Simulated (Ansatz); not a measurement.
# Gap against strain: armchair SiC nanoribbon (N = 6, H edges)

Set-up. Ansatz 0.2.0, plane waves with PAW datasets, PBE, Fermi-Dirac smearing of 0.05 eV, no spin-orbit coupling. The period is scaled from its relaxed value of 5.393 Å and the atoms relax, within the symmetry of the start, at each strain ε (in %); gaps, in eV, are read on a band path.

```tsv
period (Å)	energy (eV a cell)	place of the conduction minimum (Γ = 0, Z = 1)	ε	gap
5.177	+0.335	0.67	−4	2.411
5.393	0.000	0.00	0	2.38
5.501	+0.079	0.00	2	2.344
5.609	+0.312	0.00	4	2.305
5.717	+0.691	0.00	6	2.261
```

One run is withheld: period (Å) = 5.285, with ε = −2. Fit a straight line gap = a + b × ε to the 5 rows shown and predict it.

**Fit.** The means are 1.6 for ε and 2.34 for gap. The sum of products of deviations is −0.8903 and the sum of squares in ε is 59.2, so b = −0.8903 / 59.2 = −0.01504 and a = 2.34 − (−0.01504) × 1.6 = 2.364. The residuals' standard deviation, with 3 degrees of freedom, is σ = 0.015.

**Prediction.** gap = 2.364 + (−0.01504) × −2 = 2.394. The run gave 2.413, so the prediction less the run is −0.018. The standard error of a prediction there, σ√(1 + 1/5 + (−2 − 1.6)²/59.2), is 0.018, and the miss is 1 times that, for a point between the fitted rows. With so few rows σ is itself uncertain.

The gap does not move one way: it turns somewhere between ε = -4 and 0 %, and the true extreme can lie between the rows, beyond the values shown. The conduction minimum changes its place within the series, which a single slope can't follow.

Caveats: Kohn-Sham gaps of a wire among periodic images, which in a check on one flat ribbon (7 Å apart) lowered the gap by 0.2 eV and flattened the slope; the slope b × 100 is a mean deformation potential of the gap, in eV per unit strain. Between neighbouring runs it lies between −2.2 and 0.1 eV, so a bend, a kink or scatter between runs makes one line a rough account. The unstrained row comes from a denser mesh than the others, which shifts its energy a little. Series of this kind are told only where this holds: a gap at every strain (compound wires with polar facets were set aside first). 88 of 101 did.

[Logs are printed without paths, hosts, clocks, repeated set-up lines and the standing remarks that a program may print on its own settings, such as how far it seeks lower states.]
